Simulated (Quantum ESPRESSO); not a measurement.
# Energy and gap at +3 % biaxial strain: 1T-PbF2, 1 layer

Method. Quantum ESPRESSO 7.5 driven by ASE, PBE, GBRV ultrasoft, ESM (bc1); atomic heights clamped; cell area 13.749 Å² at zero strain.

```tsv
strain (%)	energy (meV a cell)	gap on the mesh (eV)
−3	65.20	3.299
−1.5	14.85	3.392
0	0.00	3.470
+1.5	16.27	3.530
```

To predict: What are energy and gap at +3 %, and how stiff is the sheet?

**Fit.** About zero, E'' = (14.85 + 16.27 − 2 × 0.00)/1.5² = 13.83 meV per %² and E' = (16.27 − 14.85)/3 = 0.47 meV per %. With E = A K ε², where K = (C11 + C22)/2 + C12 (C11 + C12 for a hexagonal sheet), K = 13.83 × 10/(2 × 13.749) × 16.02 = 81 N/m. The parabola gives E(+3 %) = 0.00 + 3 × (0.47) + 4.5 × 13.83 = 63.7 meV. Continuing the last slope, the gap is 2 × 3.530 − 3.470 = 3.590 eV.

What the calculation gave: E = 59.7 meV and the gap 3.576 eV. The parabola misses by +3.9 meV, too high, since bonds soften under tension. The gap's line misses by +0.014 eV.

**Limits.** Clamped heights stiffen sheets with several planes. Semilocal gap, no spin-orbit coupling.

[Logs are printed without paths, hosts, clocks, repeated set-up lines and the standing remarks that a program may print on its own settings, such as how far it seeks lower states.]
